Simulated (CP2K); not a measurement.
Consider nitric acid at its PBE geometry (Å).

```xyz
5

O     0.7111   -0.7671   -0.1244
N    -0.4470    0.0898    0.0496
O    -1.5029   -0.4956    0.0614
O    -0.2016    1.2815    0.1552
H     1.4404   -0.1086   -0.1418
```

Method: CP2K XAS_TDP, all-electron GAPW, PBEh(45%), aug-cc-pVTZ, TDA, GW2X-corrected core level, no relativity.

Predict the bright core excitations at the O K edge.

Leading lines: O1 532.70 eV, O3 530.16 eV and O4 530.27 eV. The leading line of an atom is its first one with 35 % of the strongest within 2.5 eV of its lowest line over the strength cut. Core ionisation energies at this level: O3 538.15, O4 538.02 and O1 539.15 eV.

The first six lines of each atom with a strength over 0.0015:

| atom | energy (eV) | states | strength, one atom | above the computed threshold |
| --- | --- | --- | --- | --- |
| O1 (bonded to N and H) | 532.70 | 1 | 0.0621 |  |
|  | 533.60 | 1 | 0.0092 |  |
|  | 535.34 | 1 | 0.0221 |  |
|  | 538.18 | 1 | 0.0111 |  |
|  | 538.70 | 1 | 0.0095 |  |
|  | 540.57 | 1 | 0.0016 | yes |
| O3 (bonded to N) | 530.16 | 1 | 0.0392 |  |
|  | 534.81 | 1 | 0.0217 |  |
|  | 536.62 | 1 | 0.0030 |  |
|  | 538.01 | 1 | 0.0085 |  |
|  | 538.10 | 1 | 0.0039 |  |
|  | 538.60 | 1 | 0.0184 | yes |
| O4 (bonded to N) | 530.27 | 1 | 0.0363 |  |
|  | 534.59 | 1 | 0.0229 |  |
|  | 535.90 | 1 | 0.0084 |  |
|  | 537.11 | 1 | 0.0051 |  |
|  | 537.81 | 1 | 0.0049 |  |
|  | 537.96 | 1 | 0.0016 |  |

Lines are vertical, at one geometry, with no vibrational structure. GW2X ionisation energies and lines can be off by 1 to 2 eV either way, and a good line position may hide errors that cancel. These values hold no scalar relativity, about 0.4 eV for O 1s. Rydberg lines, and the discretised continuum above threshold, depend on the basis and the box.

[Banner, clock and machine lines of the logs are left out without a mark of their own.]

[Logs are printed without paths, hosts, clocks, repeated set-up lines and the standing remarks that a program may print on its own settings, such as how far it seeks lower states.]

[Hosts, paths, dates, database ids (printed as entryN), source tags and the programs' standing remarks are cut or masked in the printed files.]
